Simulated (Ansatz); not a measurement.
# Lattice dynamics of CsMgF3 (Pm-3m)

Task: relax CsMgF3 (Pm-3m), then find its harmonic phonons.

Calculated with Ansatz 0.2.0; DFT PBEsol, scalar-relativistic, plane waves, PAW; PAW set soft_1.

### 1. The starting structure

It takes space group Pm-3m (No. 221, cubic). The conventional cell has a = 4.252 Å, b = 4.252 Å, c = 4.252 Å, α = 90.00°, β = 90.00°, γ = 90.00°. Nearest to Cs lie 12 F at 3.01 Å. Mg has 6 F at 2.13 Å nearest. Nearest to F lie 2 Mg at 2.13 Å and 4 Cs at 3.01 Å. Farther neighbours and most contacts between anions are not listed.

### 2. Bringing the structure to rest

The cell and atoms are relaxed, since residual forces and stress would shift the frequencies.

input.yaml reads:

```yaml
crystal:
  lattice:
    - [4.252307, 0.0, 0.0]
    - [0.0, 4.252307, 0.0]
    - [0.0, 0.0, 4.252307]
  atoms:
    - { symbol: Cs, position: [0.0, 0.0, 0.0] }
    - { symbol: Mg, position: [0.5, 0.5, 0.5] }
    - { symbol: F, position: [0.0, 0.5, 0.5] }
    - { symbol: F, position: [0.5, 0.0, 0.5] }
    - { symbol: F, position: [0.5, 0.5, 0.0] }
kpoints:
  mp_grid: { grid: [6, 6, 6] }
hamiltonian:
  xc: pbesol
  pseudopotentials: { kind: paw, azcp: { folder: soft_1 }, xc_functional: pbe }
scf:
  occupations: { method: gaussian, width: 0.02 }
output:
  forces: true
  stress: true
  eigenvalues: true
relax:
  adjacent_minimum: "off"
  f_tol: 0.005
  max_steps: 80
  cell: { stress_tol: 0.05 }
```

The run is started by

```bash
ansatz run input.yaml --threads 4 --pin off --max-ram 10240MiB --backend cpu --events-out ev --progress --plain --runs-dir out
```

Numbers of over 12 decimals in the logs are rounded to 6 here.

The log of the run:

```text
Engine: ansatz 0.2.0, x86_64-unknown-linux-gnu
Pseudopotentials: kind: paw
Pseudopotential: Cs, paw, valence charge 9, recommended cutoff 420 eV (normal), soft_1/Cs.paw.azcp
Pseudopotential: Mg, paw, valence charge 10, recommended cutoff 420 eV (normal), soft_1/Mg.paw.azcp
Pseudopotential: F, paw, valence charge 7, recommended cutoff 420 eV (normal), soft_1/F.paw.azcp
Functional definition: PBEsol
  exchange = pbesol_x
  correlation = pbesol_c
Crystal: 5 atoms, lattice volume = 76.891 Å³
Basis set: ecut = 420 eV, 1503 PW (Γ), exchange–correlation on 60×60×60 points (8 copies of the dense FFT grid, shifted against one another)
Bands: 25, of which v1, the nominal top of the filled ones, is band 20 counted from 1 (19 counted from 0)
Symmetry: 48 space group operations
Space group: Pm-3m (ITA 221), of the structure as read, at distance tolerance 4.3e-5 Å
k-points: 20 of 216
Non-local potential: Cs, projectors of the file, l = 0: 3, l = 1: 2, l = 2: 2, l = 3: 2
Non-local potential: Mg, projectors of the file, l = 0: 3, l = 1: 2, l = 2: 1
Non-local potential: F, projectors of the file, l = 0: 2, l = 1: 2, l = 2: 1
PAW form: soft (Blöchl's): semilocal exchange-correlation on the pseudo side does not see the compensation charge
PAW frozen core: Cs, regenerated for the run's functional, and the local potential with it (the file was generated under x = pbe(κ = 0.804, μ = 0.219515), c = pbe(β = 0.066725))
PAW frozen core: Mg, regenerated for the run's functional, and the local potential with it (the file was generated under x = pbe(κ = 0.804, μ = 0.219515), c = pbe(β = 0.066725))
PAW frozen core: F, regenerated for the run's functional, and the local potential with it (the file was generated under x = pbe(κ = 0.804, μ = 0.219515), c = pbe(β = 0.066725))
PAW one-centre angular grid: Cs, 194 points (default); XC on 64 Gauss nodes
PAW one-centre angular grid: Mg, 110 points (default); XC on 64 Gauss nodes
PAW one-centre angular grid: F, 110 points (default); XC on 64 Gauss nodes
Initial density: superposition of atomic densities (chi_scale 0.1, normalization cell, long waves kept (reshape's long-wave potential 0.00 eV rms))
Initial wavefunctions: pseudopotential atomic-orbital guess
Functional: x = pbesol(κ = 0.804, μ = 0.123457), c = pbesol(β = 0.046)
SCF iter   1: F=—  HF=-9910.780954 eV  |F-HF|=—  |Δ(HF+E_count)|=         —  Δρ=1.52e-1  dr2=1.37e1  ethr=3.10e-3  ⟨swp⟩=7.5  Hψ=2718  notcnv=0
preconditioner: auto → Resta (q_TF=auto, 2.447 Å⁻¹)  ε∞=3.6  [insulator: Δε(μ)=4.038 eV  Ē_g=14.821 eV  σ=0.020 eV  W_gap=1.00  n_scr=18 (ndim 8)  ℏωp=24.0 eV  f_vac=0.001  D(μ)=0.00/eV (n_scr^D=0)  ε∞_Penn≈3.6]
SCF iter   2: F=—  HF=-9907.219140 eV  |F-HF|=—  |Δ(HF+E_count)|=    3.56e0  Δρ=5.36e-2  dr2=1.35e0  ethr=3.10e-3  ⟨swp⟩=4.0  Hψ=1317  notcnv=0  defer=20
SCF iter   3: F=—  HF=-9906.987850 eV  |F-HF|=—  |Δ(HF+E_count)|=   2.31e-1  Δρ=2.07e-2  dr2=3.71e-1  ethr=3.10e-3  ⟨swp⟩=2.5  Hψ=942  notcnv=0  defer=20
SCF iter   4: F=—  HF=-9906.914853 eV  |F-HF|=—  |Δ(HF+E_count)|=   7.30e-2  Δρ=3.45e-3  dr2=1.31e-2  ethr=9.28e-4  ⟨swp⟩=3.2  Hψ=1017  notcnv=0  defer=20
SCF iter   5: F=—  HF=-9906.913786 eV  |F-HF|=—  |Δ(HF+E_count)|=   1.07e-3  Δρ=9.56e-4  dr2=7.00e-4  ethr=3.29e-5  ⟨swp⟩=2.6  Hψ=1008  notcnv=0  defer=20
SCF iter   6: F=—  HF=-9906.913967 eV  |F-HF|=—  |Δ(HF+E_count)|=   1.81e-4  Δρ=2.34e-4  dr2=4.50e-5  ethr=1.75e-6  ⟨swp⟩=2.2  Hψ=820  notcnv=0  defer=20
SCF iter   7: F=—  HF=-9906.913759 eV  |F-HF|=—  |Δ(HF+E_count)|=   2.08e-4  Δρ=3.27e-5  dr2=1.42e-6  ethr=1.13e-7  ⟨swp⟩=3.0  Hψ=987  notcnv=0  defer=20
SCF iter   8: F=—  HF=-9906.913759 eV  |F-HF|=—  |Δ(HF+E_count)|=   5.31e-8  Δρ=1.42e-5  dr2=1.30e-7  ethr=2.50e-10  ⟨swp⟩=11.6  Hψ=2935  notcnv=0
SCF iter   9: F=-9906.913759 eV  HF=-9906.913759 eV  |F-HF|=5.71e-10  |Δ(HF+E_count)|=   2.77e-9  Δρ=1.21e-6  dr2=1.25e-9  ethr=2.50e-10  ⟨swp⟩=4.2  Hψ=1671  notcnv=0
SCF 1 converged in 9 iterations: F = -9906.913759 eV  dr2 = 1.25e-9
  greatest PAW one-centre occupation: 1.000 electrons in one spin orbital (limit 2), on the Mg atom at site 1 (counted from 0), in its partial waves of l = 0
relax step   1: F+E_penalty+E_count = -9906.91375938 eV  Δ(F+E_penalty+E_count) = +0.000e0 eV  max|allowed force component| = 6.014e-29 eV/Å  Δτ_max = 0.0000 Å  P = -3.156 GPa  Ω = 76.891 Å³  (9 SCF iters, dr2 threshold 1.00e-7 eV, accepted)
Crystal: 5 atoms, lattice volume = 74.390 Å³
Basis set: ecut = 420 eV, 1419 PW (Γ), exchange–correlation on 60×60×60 points (8 copies of the dense FFT grid, shifted against one another)
Initial density: handed on by an earlier stage of this run
Initial wavefunctions: those handed on with the density
iter 1 solved again at ethr=1.07e-5 eV; its pass at ethr=3.10e-3 eV (dr2=4.26e-3 eV) is discarded
SCF iter   1: F=—  HF=-9906.953910 eV  |F-HF|=—  |Δ(HF+E_count)|=         —  Δρ=2.20e-3  dr2=4.25e-3  ethr=1.07e-5  ⟨swp⟩=1.2  Hψ=2660  notcnv=0
preconditioner: auto → Resta (q_TF=auto, 2.460 Å⁻¹)  ε∞=3.2  [insulator: Δε(μ)=6.704 eV  Ē_g=16.546 eV  σ=0.020 eV  W_gap=1.00  n_scr=18 (ndim 8)  ℏωp=24.4 eV  f_vac=0.002  D(μ)=0.00/eV (n_scr^D=0)  ε∞_Penn≈3.2]
SCF iter   2: F=—  HF=-9906.952457 eV  |F-HF|=—  |Δ(HF+E_count)|=   1.45e-3  Δρ=1.34e-3  dr2=8.16e-4  ethr=1.06e-5  ⟨swp⟩=2.0  Hψ=770  notcnv=0
SCF iter   3: F=—  HF=-9906.952206 eV  |F-HF|=—  |Δ(HF+E_count)|=   2.51e-4  Δρ=4.89e-4  dr2=2.06e-4  ethr=2.04e-6  ⟨swp⟩=2.1  Hψ=883  notcnv=0
SCF iter   4: F=—  HF=-9906.951983 eV  |F-HF|=—  |Δ(HF+E_count)|=   2.22e-4  Δρ=1.01e-4  dr2=6.15e-6  ethr=5.15e-7  ⟨swp⟩=2.5  Hψ=853  notcnv=0
SCF iter   5: F=-9906.951984 eV  HF=-9906.951984 eV  |F-HF|=1.33e-7  |Δ(HF+E_count)|=   8.62e-7  Δρ=2.52e-5  dr2=2.75e-7  ethr=1.25e-9  ⟨swp⟩=4.4  Hψ=2552  notcnv=0
SCF 2 converged in 5 iterations: F = -9906.951984 eV  dr2 = 2.75e-7
relax step   2: F+E_penalty+E_count = -9906.95198449 eV  Δ(F+E_penalty+E_count) = -3.823e-2 eV  max|allowed force component| = 1.201e-29 eV/Å  Δτ_max = 0.0000 Å  P = -1.087 GPa  Ω = 74.390 Å³  energy of the carried Pulay correction = +4.651e-3 eV  (5 SCF iters, dr2 threshold 5.00e-7 eV, accepted)
Crystal: 5 atoms, lattice volume = 73.141 Å³
Basis set: ecut = 420 eV, 1365 PW (Γ), exchange–correlation on 60×60×60 points (8 copies of the dense FFT grid, shifted against one another)
iter 1 solved again at ethr=2.77e-6 eV; its pass at ethr=3.10e-3 eV (dr2=1.11e-3 eV) is discarded
SCF iter   1: F=—  HF=-9906.958896 eV  |F-HF|=—  |Δ(HF+E_count)|=         —  Δρ=1.09e-3  dr2=1.04e-3  ethr=2.77e-6  ⟨swp⟩=1.6  Hψ=2663  notcnv=0
preconditioner: auto → Resta (q_TF=auto, 2.467 Å⁻¹)  ε∞=3.2  [insulator: Δε(μ)=6.844 eV  Ē_g=16.667 eV  σ=0.020 eV  W_gap=1.00  n_scr=18 (ndim 8)  ℏωp=24.6 eV  f_vac=0.002  D(μ)=0.00/eV (n_scr^D=0)  ε∞_Penn≈3.2]
SCF iter   2: F=—  HF=-9906.958533 eV  |F-HF|=—  |Δ(HF+E_count)|=   3.62e-4  Δρ=6.70e-4  dr2=2.15e-4  ethr=2.61e-6  ⟨swp⟩=2.0  Hψ=719  notcnv=0
SCF iter   3: F=—  HF=-9906.958338 eV  |F-HF|=—  |Δ(HF+E_count)|=   1.96e-4  Δρ=2.43e-4  dr2=4.99e-5  ethr=5.38e-7  ⟨swp⟩=2.8  Hψ=883  notcnv=0
SCF iter   4: F=—  HF=-9906.958323 eV  |F-HF|=—  |Δ(HF+E_count)|=   1.47e-5  Δρ=4.93e-5  dr2=1.71e-6  ethr=1.25e-7  ⟨swp⟩=2.2  Hψ=736  notcnv=0
SCF iter   5: F=-9906.958323 eV  HF=-9906.958323 eV  |F-HF|=3.56e-8  |Δ(HF+E_count)|=   1.21e-7  Δρ=1.55e-5  dr2=1.12e-7  ethr=1.25e-9  ⟨swp⟩=6.0  Hψ=2228  notcnv=0
SCF 3 converged in 5 iterations: F = -9906.958323 eV  dr2 = 1.12e-7
relax step   3: F+E_penalty+E_count = -9906.95832300 eV  Δ(F+E_penalty+E_count) = -6.339e-3 eV  max|allowed force component| = 5.529e-30 eV/Å  Δτ_max = 0.0000 Å  P = +0.089 GPa  Ω = 73.141 Å³  energy of the carried Pulay correction = +7.033e-3 eV  (5 SCF iters, dr2 threshold 5.00e-7 eV, accepted)
[...]
relax step   4: F+E_penalty+E_count = -9906.95817561 eV  Δ(F+E_penalty+E_count) = +1.474e-4 eV  max|allowed force component| = 3.852e-30 eV/Å  Δτ_max = 0.0000 Å  P = +0.001 GPa  Ω = 73.231 Å³  energy of the carried Pulay correction = +6.860e-3 eV  (4 SCF iters, dr2 threshold 1.99e-8 eV, accepted)
[...]
relax step   5: F+E_penalty+E_count = -9906.95311323 eV  Δ(F+E_penalty+E_count) = +5.062e-3 eV  max|allowed force component| = 1.576e-29 eV/Å  Δτ_max = 0.0000 Å  P = -0.163 GPa  Ω = 73.231 Å³  stress off target by 1.63e-1 GPa  SCF on the basis re-selected at this cell (its energy is not comparable with the rows above)  (6 SCF iters)
[...]
relax step   6: F+E_penalty+E_count = -9906.95351568 eV  Δ(F+E_penalty+E_count) = -4.025e-4 eV  max|allowed force component| = 9.427e-30 eV/Å  Δτ_max = 0.0000 Å  P = +0.001 GPa  Ω = 73.064 Å³  energy of the carried Pulay correction = +3.179e-4 eV  (4 SCF iters, dr2 threshold 6.64e-8 eV, accepted)
iter 1 solved again at ethr=1.38e-7 eV; its pass at ethr=3.10e-3 eV (dr2=5.51e-5 eV) is discarded
SCF iter   1: F=—  HF=-9906.953395 eV  |F-HF|=—  |Δ(HF+E_count)|=         —  Δρ=2.44e-5  dr2=1.49e-7  ethr=1.38e-7  ⟨swp⟩=3.1  Hψ=3763  notcnv=0
preconditioner: auto → Resta (q_TF=auto, 2.468 Å⁻¹)  ε∞=3.2  [insulator: Δε(μ)=6.876 eV  Ē_g=16.689 eV  σ=0.020 eV  W_gap=1.00  n_scr=18 (ndim 8)  ℏωp=24.6 eV  f_vac=0.002  D(μ)=0.00/eV (n_scr^D=0)  ε∞_Penn≈3.2]
SCF iter   2: F=—  HF=-9906.953261 eV  |F-HF|=—  |Δ(HF+E_count)|=   1.34e-4  Δρ=1.42e-5  dr2=7.85e-8  ethr=3.72e-10  ⟨swp⟩=3.5  Hψ=1160  notcnv=0
SCF iter   3: F=—  HF=-9906.953261 eV  |F-HF|=—  |Δ(HF+E_count)|=   1.41e-8  Δρ=7.72e-6  dr2=1.60e-8  ethr=1.96e-10  ⟨swp⟩=2.7  Hψ=869  notcnv=0
SCF iter   4: F=—  HF=-9906.953261 eV  |F-HF|=—  |Δ(HF+E_count)|=   5.46e-9  Δρ=1.72e-6  dr2=1.26e-9  ethr=4.00e-11  ⟨swp⟩=2.0  Hψ=766  notcnv=0
SCF iter   5: F=—  HF=-9906.953261 eV  |F-HF|=—  |Δ(HF+E_count)|=  3.53e-10  Δρ=1.52e-6  dr2=8.86e-10  ethr=3.16e-12  ⟨swp⟩=2.0  Hψ=880  notcnv=0
SCF iter   6: F=—  HF=-9906.953261 eV  |F-HF|=—  |Δ(HF+E_count)|=  3.64e-10  Δρ=5.34e-7  dr2=1.11e-10  ethr=2.21e-12  ⟨swp⟩=2.1  Hψ=779  notcnv=0
SCF iter   7: F=-9906.953261 eV  HF=-9906.953261 eV  |F-HF|=3.64e-12  |Δ(HF+E_count)|=  1.09e-11  Δρ=1.53e-7  dr2=8.31e-12  ethr=1.00e-12  ⟨swp⟩=4.0  Hψ=1720  notcnv=0
SCF 7 converged in 7 iterations: F = -9906.953261 eV  dr2 = 8.31e-12
relax step   7: F+E_penalty+E_count = -9906.95326056 eV  Δ(F+E_penalty+E_count) = +2.551e-4 eV  max|allowed force component| = 1.516e-29 eV/Å  Δτ_max = 0.0000 Å  P = -0.005 GPa  Ω = 73.064 Å³  stress off target by 4.87e-3 GPa  SCF on the basis re-selected at this cell (its energy is not comparable with the rows above)  (7 SCF iters)
basis re-selected at this cell: Δ(F+E_penalty+E_count) = +2.551e-4 eV, ΔP = -0.005 GPa vs the last step (what re-selecting the basis moved, of the pressure what is left beyond the Pulay correction that the steps carried, after the strain that the cell walked since its last selection, with what the two solves' SCF thresholds leave and, on support functions, any second-order correction that the steps lacked; it is no m [...]
SCF converged after 7 iterations
Free energy (F): -9906.953261 eV
Harris-Foulkes:  -9906.953261 eV  (|F-HF|=3.64e-12)
Internal energy: -9906.953261 eV  (E = F + TS)
E sigma→0 (E₀):  -9906.953261 eV
Fermi energy:    7.294220 eV
--- Per-component energies (eV) ---
  E_band       = -414.279625
  E_kinetic    = 811.864393
  E_local      = -3648.499219  (includes V_loc(G=0)·N_el)
  E_nonlocal   = 481.342764
  E_hartree    = 1340.253303
  E_xc         = -435.656563
  E_vxc        = -470.197010  (∫ρ·V_xc dr)
  E_paw        = -5861.682323  (= ΣΔE_a)
  E_vpaw       = -269.299642  (= ΣTr[D̂ρ^β])
  E_aug_tail   = 0.002480  (compensation charges beyond the density's cutoff)
  E_ewald      = -2594.908450
  E_core_change = 0.330354  (= ΣΔE_core)
  E_smearing   = -0.000000  (= −TS)
  E_closure    = -0.000000  (closes the sum)
  Σ components = -9906.953261   (vs F -9906.953261, Δ=0.00e0)
--- Forces (eV/Å), atoms counted from 1 ---
  atom   1  Cs     0.00000000     0.00000000     0.00000000
  atom   2  Mg     0.00000000     0.00000000    -0.00000000
  atom   3  F      0.00000000     0.00000000     0.00000000
  atom   4  F      0.00000000    -0.00000000     0.00000000
  atom   5  F     -0.00000000    -0.00000000    -0.00000000
  max |Σ_I F_I| component: 1.89e-29 eV/Å
--- Stress (GPa, compression-positive) ---
       -0.004865      -0.000000       0.000000
       -0.000000      -0.004865      -0.000000
        0.000000      -0.000000      -0.004865
  P = ⅓ Tr σ = -0.0049 GPa (-0.049 kbar)
--- Band table (eV; the first three rows and the last of 20) ---
  k-point 0: bands = [... 16 lower, 3.0343, 3.8562, 3.8562, 3.8562, 10.7322, 12.3396, 12.3396, 15.2252, ... 1 higher]
  k-point 1: bands = [... 16 lower, 2.9965, 3.5270, 3.7620, 3.7620, 11.2348, 12.6046, 12.8537, 15.3450, ... 1 higher]
  k-point 2: bands = [... 16 lower, 3.0143, 3.0143, 3.5460, 3.5460, 12.3384, 13.1841, 13.8752, 15.5607, ... 1 higher]
  k-point 19: bands = [... 16 lower, 3.5792, 3.7273, 3.7273, 3.7273, 12.7134, 12.7134, 12.7134, 16.3940, ... 1 higher]
--- Relaxed structure (5 steps of the walk, 5 accepted, 2 SCFs on fresh bases) ---
  F+E_penalty+E_count = -9906.95326056 eV   max|allowed force component| = 1.516e-29 eV/Å   (the final SCF, on the basis selected at the relaxed cell)
  cell:  # Å, volume = 73.0641 Å³
    - [4.180562, 0, 0]
    - [0, 4.180562, 0]
    - [0, 0, 4.180562]
  atoms:
    - { symbol: Cs, position: [0, 0, 0] }
    - { symbol: Mg, position: [0.5, 0.5, 0.5] }
    - { symbol: F, position: [0, 0.5, 0.5] }
    - { symbol: F, position: [0.5, 0, 0.5] }
    - { symbol: F, position: [0.5, 0.5, 0] }
```

Wall time 4 s (4 threads of Intel Xeon Platinum 8375C at 2.90GHz (Ice Lake), shared host); peak memory 0.64 GiB.

Step by step:

```tsv
step	energy less that of the first step (eV)	largest force component (eV/Å)	pressure (GPa)	volume (Å³)
1	0.0000	0.0000	-3.16	76.89
2	-0.0382	0.0000	-1.09	74.39
3	-0.0446	0.0000	0.09	73.14
4	-0.0444	0.0000	0.00	73.23
5*	-0.0394	0.0000	-0.16	73.23
6	-0.0398	0.0000	0.00	73.06
7*	-0.0395	0.0000	0.00	73.06
```

Relaxation steps marked * repeat the geometry before them on a plane-wave basis chosen anew for their cell, so energy and pressure can jump there.

The run keeps the 48 symmetry operations that it works with, so distortions that break them were not tested.

```tsv
conventional cell, symmetrised	before	after	change
a (Å)	4.252	4.181	-1.7 %
b (Å)	4.252	4.181	-1.7 %
c (Å)	4.252	4.181	-1.7 %
volume (Å³/atom)	15.38	14.61	-5.0 %
```

Final coordinates:

```xyz
5
Lattice="4.1806 0.0000 0.0000 0.0000 4.1806 0.0000 0.0000 0.0000 4.1806" Properties=species:S:1:pos:R:3 pbc="T T T"
Cs    0.0000    0.0000    0.0000
Mg    2.0903    2.0903    2.0903
F     0.0000    2.0903    2.0903
F     2.0903    0.0000    2.0903
F     2.0903    2.0903    0.0000
```

Numbers from this step:

| Property | Result |
| --- | --- |
| pressure | -0.004865 GPa |
| gap on the k-mesh | 6.876 eV |
| volume per atom | 14.61 Å³ |
| direct gap on mesh | 6.876 eV |

In this step the volume went from 15.38 to 14.61 Å³/atom.

### 3. Tight relaxation

Phonons need a cell at rest on their own settings, so the relaxation is repeated with tight tolerances on forces and stress, using the mesh and the filling of the phonon run that follows.

input.yaml, the sections that differ from step 2:

```yaml
crystal:
  lattice:
    - [4.1805617951, 0.0, 0.0]
    - [0.0, 4.1805617951, 0.0]
    - [0.0, 0.0, 4.1805617951]
  atoms:
    - { symbol: Cs, position: [0.0, 0.0, 0.0] }
    - { symbol: Mg, position: [0.5, 0.5, 0.5] }
    - { symbol: F, position: [0.0, 0.5, 0.5] }
    - { symbol: F, position: [0.5, 0.0, 0.5] }
    - { symbol: F, position: [0.5, 0.5, 0.0] }
kpoints:
  mp_grid: { grid: [8, 8, 8] }
scf:
  occupations: { method: fixed }
relax:
  adjacent_minimum: "off"
  f_tol: 0.001
  max_steps: 60
  cell: { stress_tol: 0.01 }
# hamiltonian, output: as in step 2
```

The log of the run:

```text
[...]
Crystal: 5 atoms, lattice volume = 73.064 Å³
Basis set: ecut = 420 eV, 1365 PW (Γ), exchange–correlation on 60×60×60 points (8 copies of the dense FFT grid, shifted against one another)
Bands: 25, of which v1, the nominal top of the filled ones, is band 20 counted from 1 (19 counted from 0)
Symmetry: 48 space group operations
[...]
k-points: 35 of 512
[...]
--- Relaxed structure (1 steps of the walk, 1 accepted, 1 SCFs on fresh bases) ---
[...]
cell:  # Å, volume = 73.0641 Å³
    - [4.1805617951, 0.0, 0.0]
    - [0.0, 4.1805617951, 0.0]
    - [0.0, 0.0, 4.1805617951]
  atoms:
    - { symbol: Cs, position: [0.0, 0.0, 0.0] }
    - { symbol: Mg, position: [0.5, 0.5, 0.5] }
    - { symbol: F, position: [0.0, 0.5, 0.5] }
    - { symbol: F, position: [0.5, 0.0, 0.5] }
    - { symbol: F, position: [0.5, 0.5, 0.0] }
[key lines of the parts left out:]
SCF converged after 10 iterations
Free energy (F): -9906.953193 eV
Fermi energy:    3.856176 eV
P = ⅓ Tr σ = -0.0057 GPa (-0.057 kbar)
```

Run time: 2 s. Hardware: 4 threads; peak memory 0.66 GiB; 7 s of CPU time.

Little changed from the start: no atom moved by 0.005 Å and no cell edge by 0.1 %.

Numbers from this step:

| Property | Result |
| --- | --- |
| pressure | -0.005681 GPa |

The forces vanish by symmetry and the pressure is -0.006 GPa, within the tolerances set. The cell now holds 14.61 Å³/atom.

[end of part 1 of 3]

[Logs are printed without paths, hosts, clocks, repeated set-up lines and the standing remarks that a program may print on its own settings, such as how far it seeks lower states.]

[Hosts, paths, dates, database ids (printed as entryN), source tags and the programs' standing remarks are cut or masked in the printed files.]
